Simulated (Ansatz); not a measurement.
**ZnSe (Stilleite): given cell or relaxed cell?**

Wanted: the change of the gap of ZnSe (Stilleite) on relaxing cell and ions.

Calculated with Ansatz 0.2.0; PBE, HSE06 and G0W0, plane waves, PAW.

**What was measured.**

- Gap 2.695 ± 0.003 eV: excitonic gap from free-exciton PL, not corrected for exciton binding; photoluminescence; 300 K; bulk crystal (Bridgman-grown crystal, polished and etched) (“Alloy Disordering Effects on the Thermal Conductivity and Energy Gap Temperature Dependence of Cd1−xZnxSe Ternary Crystals Grown by the Bridgman Method”, 2023, pmc:10253836).

**1. Set-up**

It takes space group F-43m (No. 216, cubic). Conventional cell: a = 5.668 Å, b = 5.668 Å, c = 5.668 Å, α = 90.00°, β = 90.00°, γ = 90.00°. Nearest to Zn lie 4 Se at 2.45 Å. Nearest to Se lie 4 Zn at 2.45 Å. Farther neighbours, and contacts between anions beyond the nearest, are not listed.

The cell and positions come from the Crystallography Open Database and are kept as given unless a step says otherwise. The runs that relaxed it are not among those shown. The default PAW set here is soft_1. Its files were made with PBE.

**2. PBE bands at the given cell**

Levels along a band path, at the cheap level, show where the edges lie and whether the meshes to come will hold them.

This step: DFT, PBE, plane waves, PAW.

Input file input.yaml:

```yaml
crystal:
  lattice:
    - [0.0, 2.8338, 2.8338]
    - [2.8338, 0.0, 2.8338]
    - [2.8338, 2.8338, 0.0]
  atoms:
    - { symbol: Zn, position: [0.0, 0.0, 0.0] }
    - { symbol: Se, position: [0.25, 0.25, 0.25] }
kpoints:
  mp_grid: { grid: [8, 8, 8] }
  band_path:
    path:
      - [[0.0, 0.0, 0.0], [-0.5, -0.5, 0.0], [-0.375, -0.375, 0.25]]
      - [[-0.375, 0.0, 0.375], [0.0, 0.0, 0.0], [0.0, 0.0, 0.5], [-0.5, -0.25, 0.25], [-0.5, -0.5, 0.0]]
    npoints: 10
hamiltonian:
  xc: pbe
  pseudopotentials: { kind: paw, azcp: { folder: "./paw" } }
scf:
  occupations: { method: fermi_dirac, width: 0.02 }
  n_extra_bands: 4
output:
  eigenvalues: true
  write_density: true
  write_potential: true
  elf: true
  volumetric_format: npy
```

Command:

```console
$ ansatz run input.yaml --threads 3 --pin off --max-ram 92160MiB --backend cuda --events-out ev --progress --plain --runs-dir out --devices 1 --max-vram 13GiB
```

Standard output:

```text
scf.n_extra_bands = 4 over 14 filled bands (N_el = 28.0): the run solves 18 bands
GPUs: using 1 of 1 available (devices: 1).
Engine: ansatz 0.2.0, x86_64-unknown-linux-gnu
Pseudopotentials: kind: paw
Pseudopotential: Zn, paw, valence charge 12, recommended cutoff 420 eV (normal), <dir>
Pseudopotential: Se, paw, valence charge 16, recommended cutoff 420 eV (normal), <dir>
Functional definition: PBE
  parameter kappa = 0.804
  parameter beta = 0.066725
  exchange = pbe_x(kappa = kappa, mu = beta*pi^2/3)
  correlation = pbe_c(beta = beta)
device memory: the entry about to start is reckoned to put 0.8 GiB on a device that reports 76.0 GiB free (of which the cap on the GPU budget leaves the run 13.0 GiB)
GPU FFT provider: cuFFT
GPU libraries: cuBLAS 13.8.2, cuFFT 12.4.0, cuSOLVER 12.3.4
Crystal: 2 atoms, lattice volume = 45.513 Å³
Basis set: ecut = 420 eV, 893 PW (Γ)
Bands: 18, of which v1, the nominal top of the filled ones, is band 14 counted from 1 (13 counted from 0)
Symmetry: 24 space group operations
Space group: F-43m (ITA 216), of the structure as read, at distance tolerance 3.6e-5 Å
k-points: 29 of 512 (time reversal used)
Non-local potential: Zn, projectors of the file, l = 0: 2, l = 1: 2, l = 2: 3, l = 3: 1
Non-local potential: Se, projectors of the file, l = 0: 2, l = 1: 2, l = 2: 3, l = 3: 1
PAW form: soft (Blöchl's): semilocal exchange-correlation on the pseudo side does not see the compensation charge
PAW one-centre angular grid: Zn, 590 points (default); XC on 64 Gauss nodes
PAW one-centre angular grid: Se, 590 points (default); XC on 64 Gauss nodes
Initial density: superposition of atomic densities (chi_scale 0.1, normalization cell, long waves kept (reshape's long-wave potential 0.00 eV rms))
Initial wavefunctions: pseudopotential atomic-orbital guess
GPU buffer pool allocated for 19683 grid points (all kernels)
GPU transforms: local potential and band sums: pruned to the plane-wave sphere, on 25×27×27
Functional: x = pbe(κ = 0.804, μ = 0.219515), c = pbe(β = 0.066725)
SCF iter   1: F=—  HF=-8789.872758 eV  |F-HF|=—  |Δ(HF+E_count)|=         —  Δρ=6.16e-2  dr2=1.06e0  ethr=3.10e-3  ⟨swp⟩=6.2  Hψ=2841  notcnv=0
preconditioner: auto → none  [insulator: Δε(μ)=1.156 eV  Ē_g=12.790 eV  σ=0.020 eV  W_gap=1.00  n_scr=14 (ndim 8)  ℏωp=23.4 eV  f_vac=0.060  D(μ)=0.00/eV (n_scr^D=0)  ε∞_Penn≈4.3]
SCF iter   2: F=—  HF=-8789.629472 eV  |F-HF|=—  |Δ(HF+E_count)|=   2.43e-1  Δρ=2.57e-2  dr2=2.00e-1  ethr=3.10e-3  ⟨swp⟩=3.0  Hψ=1208  notcnv=0
SCF iter   3: F=—  HF=-8789.542932 eV  |F-HF|=—  |Δ(HF+E_count)|=   8.65e-2  Δρ=1.23e-2  dr2=3.65e-2  ethr=7.13e-4  ⟨swp⟩=2.1  Hψ=1104  notcnv=0
SCF iter   4: F=—  HF=-8789.537356 eV  |F-HF|=—  |Δ(HF+E_count)|=   5.58e-3  Δρ=2.80e-3  dr2=2.07e-3  ethr=1.30e-4  ⟨swp⟩=2.0  Hψ=1103  notcnv=0
SCF iter   5: F=—  HF=-8789.537660 eV  |F-HF|=—  |Δ(HF+E_count)|=   3.03e-4  Δρ=1.03e-3  dr2=3.13e-4  ethr=7.39e-6  ⟨swp⟩=2.0  Hψ=899  notcnv=0
SCF iter   6: F=—  HF=-8789.537764 eV  |F-HF|=—  |Δ(HF+E_count)|=   1.04e-4  Δρ=7.93e-5  dr2=2.18e-6  ethr=1.12e-6  ⟨swp⟩=2.0  Hψ=945  notcnv=0
SCF iter   7: F=—  HF=-8789.537779 eV  |F-HF|=—  |Δ(HF+E_count)|=   1.50e-5  Δρ=3.67e-5  dr2=5.41e-7  ethr=7.77e-9  ⟨swp⟩=2.0  Hψ=928  notcnv=0
SCF iter   8: F=-8789.537778 eV  HF=-8789.537778 eV  |F-HF|=3.77e-8  |Δ(HF+E_count)|=   1.37e-7  Δρ=1.39e-5  dr2=4.75e-8  ethr=3.57e-10  ⟨swp⟩=1.0  Hψ=1566  notcnv=0
SCF 1 converged in 8 iterations: F = -8789.537778 eV  dr2 = 4.75e-8
[...]
device memory: the entry about to start is reckoned to put 1.0 GiB on a device that reports 74.3 GiB free (of which the cap on the GPU budget leaves the run 13.0 GiB)
NSCF: frozen V_eff on 62 k-points, pencils in batches of 32, up to order 80
SCF converged after 8 iterations
Free energy (F): -8789.537778 eV
Harris-Foulkes:  -8789.537778 eV  (|F-HF|=3.77e-8)
Internal energy: -8789.537778 eV  (E = F + TS)
E sigma→0 (E₀):  -8789.537778 eV
Fermi energy:    7.194677 eV
--- Per-component energies (eV) ---
  E_band       = -388.199965
  E_kinetic    = 258.346434
  E_local      = -4840.004040  (includes V_loc(G=0)·N_el)
  E_nonlocal   = 465.988597
  E_hartree    = 2238.777702
  E_xc         = -163.571203
  E_vxc        = -141.448009  (∫ρ·V_xc dr)
  E_paw        = -4028.131764  (= ΣΔE_a)
  E_vpaw       = -608.645337  (= ΣTr[D̂ρ^β])
  E_aug_tail   = -0.000658  (compensation charges beyond the density's cutoff)
  E_ewald      = -2720.942845
  E_smearing   = -0.000000  (= −TS)
  E_closure    = 0.000000  (closes the sum)
  Σ components = -8789.537778   (vs F -8789.537778, Δ=0.00e0)
--- Band table (eV; the first three rows and the last of 29) ---
  k-point 0: bands = [... 10 lower, 0.3716, 6.5414, 6.5414, 6.5414, 7.8259, 12.3501, 12.3501, 12.3501]
  k-point 1: bands = [... 10 lower, 0.3702, 5.2251, 6.3894, 6.3894, 8.8110, 12.2887, 12.6037, 12.6037]
  k-point 2: bands = [... 10 lower, 0.3717, 3.4972, 6.0644, 6.0644, 9.2857, 12.9823, 12.9823, 13.1020]
  k-point 28: bands = [... 10 lower, 0.6714, 1.8564, 3.7810, 3.8790, 12.0240, 12.0861, 13.5097, 14.2540]
```

It took 17 s on 1 × NVIDIA H100 80GB HBM3 (shared by 6 runs) with 3 threads of AMD EPYC 7R13 (Zen 3), shared host; peak memory 0.91 GiB; 2.8 s of CPU time.

Reading the cycles: dr2 is the Hartree energy of the density residual (eV), the measure of convergence; HF is the Harris–Foulkes estimate of the energy, which meets the free energy F at convergence.

Numbers from this step:

```yaml
filled_bands: 14
gap: 1.285 eV
valence_top_at: Γ
conduction_bottom_at: Γ
least_direct_gap: 1.285 eV
```

The gap is direct, at Γ.

**3. The relaxed cell**

Cell and ions were relaxed with PBE; that run is not shown. It left this cell:

Symmetry: F-43m, No. 216, cubic system. Conventional cell: a = 5.733 Å, b = 5.733 Å, c = 5.733 Å, α = 90.00°, β = 90.00°, γ = 90.00°. Zn has 4 Se at 2.48 Å nearest. Nearest to Se lie 4 Zn at 2.48 Å. Farther neighbours, and contacts between anions beyond the nearest, are not listed.

**4. PBE at the relaxed cell**

The cell differs from the one that the last finished run ended in (a 4.008 → 4.053 Å, b 4.008 → 4.053 Å, c 4.008 → 4.053 Å).

input.yaml, the sections that differ from step 2:

```yaml
crystal:
  lattice:
    - [0.0, 2.8662503, 2.8662503]
    - [2.8662503, 0.0, 2.8662503]
    - [2.8662503, 2.8662503, 0.0]
  atoms:
    - { symbol: Zn, position: [0.0, 0.0, 0.0] }
    - { symbol: Se, position: [0.25, 0.25, 0.25] }
output:
  eigenvalues: true
# kpoints, hamiltonian, scf: as in step 2
```

Standard output:

```text
[...]
GPUs: using 1 of 1 available (devices: 1).
[...]
GPU FFT provider: cuFFT
GPU libraries: cuBLAS 13.8.2, cuFFT 12.4.0, cuSOLVER 12.3.4
Crystal: 2 atoms, lattice volume = 47.095 Å³
Basis set: ecut = 420 eV, 941 PW (Γ)
Bands: 18, of which v1, the nominal top of the filled ones, is band 14 counted from 1 (13 counted from 0)
Symmetry: 24 space group operations
[...]
Fermi energy:    6.676081 eV
[...]
--- Band table (eV; the first three rows and the last of 29) ---
  k-point 0: bands = [... 10 lower, 0.0061, 6.0901, 6.0901, 6.0901, 7.2400, 11.9073, 11.9073, 11.9073]
  k-point 1: bands = [... 10 lower, 0.0050, 4.7944, 5.9475, 5.9475, 8.2346, 11.8225, 12.1496, 12.1496]
  k-point 2: bands = [... 10 lower, 0.0064, 3.1311, 5.6412, 5.6412, 8.7443, 12.5175, 12.5175, 12.5555]
  k-point 28: bands = [... 10 lower, 0.2800, 1.5688, 3.4671, 3.5840, 11.4763, 11.5736, 12.9814, 13.8058]
[key lines of the parts left out:]
SCF converged after 8 iterations
Free energy (F): -8789.547889 eV
```

Run time: 16 s. Hardware: 1 × NVIDIA H100 80GB HBM3 (shared by 6 runs) with 3 threads; peak memory 0.89 GiB; 4.1 s of CPU time.

This step gave:

- gap: 1.150 eV
- valence top at: Γ
- conduction bottom at: Γ
- least direct gap: 1.150 eV

The gap is direct, at Γ.

**5. HSE06 at the relaxed cell**

HSE06 mixes in a quarter of exact exchange at short range. Exchange couples all pairs of k points, which makes a full band path dear, so levels are read on the mesh and at chosen points.

This step: DFT, HSE06, plane waves, PAW.

Input file input.yaml:

```yaml
crystal:
  lattice:
    - [0.0, 2.8662503, 2.8662503]
    - [2.8662503, 0.0, 2.8662503]
    - [2.8662503, 2.8662503, 0.0]
  atoms:
    - { symbol: Zn, position: [0.0, 0.0, 0.0] }
    - { symbol: Se, position: [0.25, 0.25, 0.25] }
kpoints:
  mp_grid: { grid: [4, 4, 4] }
  band_path:
    path:
      - [0.0, 0.0, 0.0]
      - [-0.5, -0.5, 0.0]
      - [-0.375, -0.375, 0.25]
      - [-0.375, 0.0, 0.375]
      - [0.0, 0.0, 0.5]
      - [-0.5, -0.25, 0.25]
    npoints: 1
hamiltonian:
  xc: hse06
  pseudopotentials: { kind: paw, azcp: { folder: "./paw" } }
scf:
  occupations: { method: fixed }
  n_extra_bands: 4
output:
  eigenvalues: true
  write_density: true
  write_potential: true
  elf: true
  volumetric_format: npy
```

Standard output:

```text
[...]
GPUs: using 1 of 1 available (devices: 1).
[...]
davidson cushion auto → on  (no smearing: the cushion is to keep the highest requested band from converging to the state above it; pin scf.eigensolver.cushion to override)
[...]
GPU FFT provider: cuFFT
GPU libraries: cuBLAS 13.8.2, cuFFT 12.4.0, cuSOLVER 12.3.4
Crystal: 2 atoms, lattice volume = 47.095 Å³
Basis set: ecut = 420 eV, 941 PW (Γ)
[...]
E sigma→0 (E₀):  -8791.143122 eV
Fermi energy:    5.465028 eV
[...]
--- Band table (eV; the first three rows and the last of 8) ---
  k-point 0: bands = [... 10 lower, -2.4075, 5.4650, 5.4650, 5.4650, 7.7451, 12.4106, 12.4106, 12.4106]
  k-point 1: bands = [... 10 lower, -2.4077, 2.3425, 4.9958, 4.9958, 9.2468, 13.0470, 13.0470, 13.0896]
  k-point 2: bands = [... 10 lower, -2.2352, 0.1622, 4.6034, 4.6034, 9.0511, 12.9556, 12.9556, 15.0912]
  k-point 7: bands = [... 10 lower, -2.0941, 0.7235, 2.6232, 2.8539, 11.8868, 12.1766, 13.5776, 14.2206]
[key lines of the parts left out:]
Free energy (F): -8791.143122 eV
```

The job ended after 18 s (1 × NVIDIA H100 80GB HBM3 (shared by 6 runs) with 3 threads; peak memory 1.1 GiB; 12 s of CPU time).

Numbers from this step:

* gap: 2.280 eV
* valence top at: Γ
* conduction bottom at: Γ
* least direct gap: 2.280 eV

The gap stands +1.13 eV against PBE.

**6. G0W0 at the relaxed cell**

Now the one-shot GW correction: screening in the RPA, then the self-energy of the levels asked for.

This step: G0W0 on PBE, plane waves, PAW.

Input file input.yaml:

```yaml
crystal:
  lattice:
    - [0.0, 2.8662503, 2.8662503]
    - [2.8662503, 0.0, 2.8662503]
    - [2.8662503, 2.8662503, 0.0]
  atoms:
    - { symbol: Zn, position: [0.0, 0.0, 0.0] }
    - { symbol: Se, position: [0.25, 0.25, 0.25] }
kpoints:
  mp_grid: { grid: [6, 6, 6] }
hamiltonian:
  xc: pbe
  pseudopotentials: { kind: paw, azcp: { folder: "./paw" } }
scf:
  occupations: { method: fixed }
gw:
  n_empty_bands: 140
  ecut_chi: 120
  qp_bands: [v2, c2]
  qp_kpoints: band_edges
  screening: { model: contour_deformation }
```

Standard output:

```text
GPUs: using 1 of 1 available (devices: 1).
[...]
GPU FFT provider: cuFFT
GPU libraries: cuBLAS 13.8.2, cuFFT 12.4.0, cuSOLVER 12.3.4
Crystal: 2 atoms, lattice volume = 47.095 Å³
Basis set: ecut = 420 eV, 941 PW (Γ)
Bands: 18, of which v1, the nominal top of the filled ones, is band 14 counted from 1 (13 counted from 0)
Symmetry: 24 space group operations
[...]
k-points: 16 of 216 (time reversal used)
[...]
1    16     11.9270    -7.4782    -4.3477   -12.0557  0.7635    12.1585    12.1567  root
[...]
12    13      4.0269   -18.1115     2.5470   -14.7423  0.7371     3.1676     3.2047  root
    12    14      4.0269   -18.1115     2.5470   -14.7423  0.7371     3.1676     3.2047  root
    12    15      9.1570    -6.7992    -3.5808   -10.3654  0.7895     9.1424     9.1424  root
    12    16      9.5523    -8.9163    -3.8102   -12.9868  0.7777     9.8144     9.8125  root
[key lines of the parts left out:]
SCF converged after 8 iterations
Free energy (F): -8789.542946 eV
Fermi energy:    6.093433 eV
```

Run time: 15 s. Hardware: 1 × NVIDIA H100 80GB HBM3 (shared by 6 runs) with 3 threads; peak memory 1.1 GiB; 13 s of CPU time.

This step gave:

* bands summed: 154
* RPA ε∞ on this mesh (eigenvalues): 9.058, 9.058, 9.058
* plane waves in the screening matrix: 137
* G0W0 gap on the mesh: 2.209 eV
* k of the valence top: 0, 0, 0
* k of the conduction bottom: 0, 0, 0
* starting gap on the mesh: 1.148 eV
* least direct G0W0 gap on the computed points: 2.209 eV

The gap on the mesh goes from 1.15 eV to 2.21 eV, a correction of +1.06 eV. Between the two edge states, bare exchange in place of the xc potential would open the gap by 6.81 eV, and correlation takes back 5.75 eV.

**7. G0W0 at the given cell**

input.yaml, the sections that differ from step 6:

```yaml
crystal:
  lattice:
    - [0.0, 2.8338, 2.8338]
    - [2.8338, 0.0, 2.8338]
    - [2.8338, 2.8338, 0.0]
  atoms:
    - { symbol: Zn, position: [0.0, 0.0, 0.0] }
    - { symbol: Se, position: [0.25, 0.25, 0.25] }
gw:
  n_empty_bands: 135
  ecut_chi: 120
  qp_bands: [v2, c2]
  qp_kpoints: band_edges
  screening: { model: contour_deformation }
# kpoints, hamiltonian, scf: as in step 6
```

Standard output:

```text
GPUs: using 1 of 1 available (devices: 1).
[...]
GPU FFT provider: cuFFT
GPU libraries: cuBLAS 13.8.2, cuFFT 12.4.0, cuSOLVER 12.3.4
Crystal: 2 atoms, lattice volume = 45.513 Å³
Basis set: ecut = 420 eV, 893 PW (Γ)
Bands: 18, of which v1, the nominal top of the filled ones, is band 14 counted from 1 (13 counted from 0)
Symmetry: 24 space group operations
[...]
k-points: 16 of 216 (time reversal used)
[...]
1    16     12.4158    -7.6970    -4.3571   -12.3082  0.7704    12.6718    12.6700  root
[...]
12    13      4.3580   -18.3308     2.5652   -14.9110  0.7444     3.4737     3.5034  root
    12    14      4.3580   -18.3308     2.5652   -14.9110  0.7444     3.4737     3.5034  root
    12    15      9.5320    -7.0757    -3.5698   -10.6440  0.7954     9.5305     9.5305  root
    12    16     10.0068    -9.0050    -3.8042   -13.0760  0.7848    10.2751    10.2736  root
[key lines of the parts left out:]
SCF converged after 8 iterations
Free energy (F): -8789.532596 eV
Fermi energy:    6.544767 eV
```

Wall time 18 s (1 × NVIDIA H100 80GB HBM3 (shared by 6 runs) with 3 threads); peak memory 1.2 GiB.

Read from the output:

```yaml
bands_summed: 149
rpa_eps_infinity_on_this_mesh_eigenvalues: 8.530, 8.530, 8.530
plane_waves_in_the_screening_matrix: 137
g0w0_gap_on_the_mesh: 2.391 eV
k_of_the_valence_top: 0, 0, 0
k_of_the_conduction_bottom: 0, 0, 0
starting_gap_on_the_mesh: 1.283 eV
least_direct_g0w0_gap_on_the_computed_points: 2.391 eV
```

The gap on the mesh goes from 1.28 eV to 2.39 eV, a correction of +1.11 eV. Between the two edge states, bare exchange in place of the xc potential would open the gap by 6.94 eV, and correlation takes back 5.84 eV.

**8. Together**

G0W0 rows are gaps on the mesh, lowered where the mesh misses an edge of the band path.

| level | given cell (eV) | relaxed cell (eV) | change (eV) |
| --- | --- | --- | --- |
| PBE | 1.28 | 1.15 | −0.13 |
| HSE06 | - | 2.28 | - |
| G0W0@PBE | 2.39 | 2.21 | −0.18 |

**9. What came out**

```
volume change          : +3.5 %
PBE, given cell        : 1.28 eV
PBE, relaxed cell      : 1.15 eV
HSE06, relaxed cell    : 2.28 eV
G0W0@PBE, relaxed cell : 2.21 eV
G0W0@PBE, given cell   : 2.39 eV
known limits           : short of the basis limit; no spin-orbit coupling
```

Relaxation changes the volume by +3.5 % and the gap by −0.13 eV (PBE) and −0.18 eV (G0W0@PBE). Bands and cutoff are finite, so the gap stands short of the basis limit, usually by up to a few tenths of an eV; the mesh is an error of its own. The many-body steps are scalar-relativistic: spin-orbit coupling is not in them.

[Long decimals in the printed logs are rounded to 6 places.]

[Logs are printed without paths, hosts, clocks, repeated set-up lines and the standing remarks that a program may print on its own settings, such as how far it seeks lower states.]

[Paths, hosts, dates, memory and timing lines, banners, echoed tables and standing remarks are left out of the program output; an Ansatz launch command may be rebuilt from the run's recorded settings. Measured values are a selection of at most five: reports struck by readers or far from the other reports are left out. None is set beside runs whose start may be inverted or whose files or cutoffs have a known fault.]

[Runs of the session that timed out or met a known fault of the program may be left out.]

[Cells called generated may have been cut or substituted from an entry of the Crystallography Open Database or the Materials Project.]

[Hosts, paths, dates, database ids (printed as entryN), source tags and the programs' standing remarks are cut or masked in the printed files.]

[Where the starting crystal was built by hand or by swapping elements, it need not be the compound's stable phase.]
